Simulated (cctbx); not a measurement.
**HoInPb: as given, inverted or twinned?**

Space group P-62m (no. 189), a = 8.1550 Å, b = 8.1550 Å, c = 4.0820 Å, α = 90.00°, β = 90.00°, γ = 120.00°.

```csv
atom,mult.,x,y,z,Ueq (Å²)
Pb1,2,1/3,2/3,1/2,0.0027
Pb2,1,0,0,0,0.0025
Ho1,3,0.5938,0.5938,0,0.0022
In1,3,0.2546,0.2546,1/2,0.0034
```

The model is made up (kin elements in a known structure type, no relaxation), so it says nothing on whether the phase exists.

Data sets are simulated with cctbx and refined with Bijvoet mates kept apart; Flack x is then fitted as the share of an inverted twin with the atoms fixed, Hooft y from the Bijvoet differences. The group is acentric but holds improper operations, so there is an absolute structure (orientation) and no hand.

Untwinned crystal. What Flack and Hooft values should come out?

| λ (Å) | extinction (unmodelled) | d min (Å) | top counts | error (%) | model | R1 | Flack x | s.u. | Hooft y | s.u. | pairs |
| --- | --- | --- | --- | --- | --- | --- | --- | --- | --- | --- | --- |
| 0.71073 | 0.3 | 0.77 | 70000 | 6 | as given | 0.0101 | 0.026 | 0.009 | 0.015 | 0.009 | 93 |
| 0.71073 | 0.3 | 0.77 | 70000 | 6 | inverted | 0.0627 | 0.970 | 0.012 | 1.010 | 0.010 | 93 |
| 1.54184 | 0 | 0.83 | 20000 | 4 | as given | 0.0071 | 0.04 | 0.03 | 0.001 | 0.029 | 71 |

With Mo Kα, x is within 3 s.u. of 0, so the absolute structure is right. With Cu Kα, x is within 3 s.u. of 0, so the absolute structure is right. Inverting the model turns x into about 1 − x.

A further crystal gives:

```csv
λ (Å),extinction (unmodelled),d min (Å),top counts,error (%),model,R1,Flack x,s.u.,Hooft y,s.u.,pairs
1.54184,0,0.83,20000,6,as given,0.0146,0.50,0.04,0.526,0.039,72
```

**Question.** What is it?

It was simulated as an inversion twin with a fraction 0.5 of the inverted domain. Flack x is over 3 s.u. from both 0 and 1 and reads that fraction.

[Logs are printed without paths, hosts, clocks, repeated set-up lines and the standing remarks that a program may print on its own settings, such as how far it seeks lower states.]
